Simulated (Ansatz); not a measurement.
In doubt: masses and optical values from hybrid runs of this build are listed as unsure (in some of the runs), which bears on the screening that GW takes from such a start.

System: CdS (Hawleyite).

```cif
data_structure
_symmetry_space_group_name_H-M 'P 1'
_symmetry_Int_Tables_number 1
_cell_length_a 4.1246
_cell_length_b 4.1246
_cell_length_c 4.1246
_cell_angle_alpha 60.000
_cell_angle_beta 60.000
_cell_angle_gamma 60.000
_cell_volume 49.62
loop_
_atom_site_label
_atom_site_type_symbol
_atom_site_fract_x
_atom_site_fract_y
_atom_site_fract_z
_atom_site_occupancy
Cd1 Cd 0.00000 0.00000 0.00000 1
S2 S 0.25000 0.25000 0.25000 1
```

The cell and positions come from the Crystallography Open Database and are kept as given unless a step says otherwise.

Gaps computed with Ansatz 0.2.0 without a self-energy: HSE06 2.18 eV, PBE0 2.85 eV and LDA 0.86 eV.

Estimate the G0W0@HSE06 gap with 4×4×4 mesh, 148 empty bands, screening to 120 eV, PAW set soft_1 files.

About 2.46 eV: on its mesh the run moves the gap from 2.18 eV by +0.28 eV. Among the scalar-relativistic levels given, HSE06 is nearest (−0.28 eV). Bands and cutoff are finite, so the gap is not at the basis limit. The miss can reach some tenths of an eV and take either sign; the mesh is an error of its own. The 4×4×4 mesh is coarse for this cell (its supercell is 16 Å along the shortest edge). The RPA ε∞ on it, from the HSE06 start, is 5.46; such meshes misread the long-range screening, most where the gap is narrow. The many-body steps are scalar-relativistic: spin-orbit coupling is not in them.

[Paths, hosts, dates, memory and timing lines, banners, echoed tables and standing remarks are left out of the program output.]

[Logs are printed without paths, hosts, clocks, repeated set-up lines and the standing remarks that a program may print on its own settings, such as how far it seeks lower states.]

[Runs of the session that timed out or met a known fault of the program may be left out.]

[Cells called generated may have been cut or substituted from an entry of the Crystallography Open Database or the Materials Project.]

[Hosts, paths, dates, database ids (printed as entryN), source tags and the programs' standing remarks are cut or masked in the printed files.]
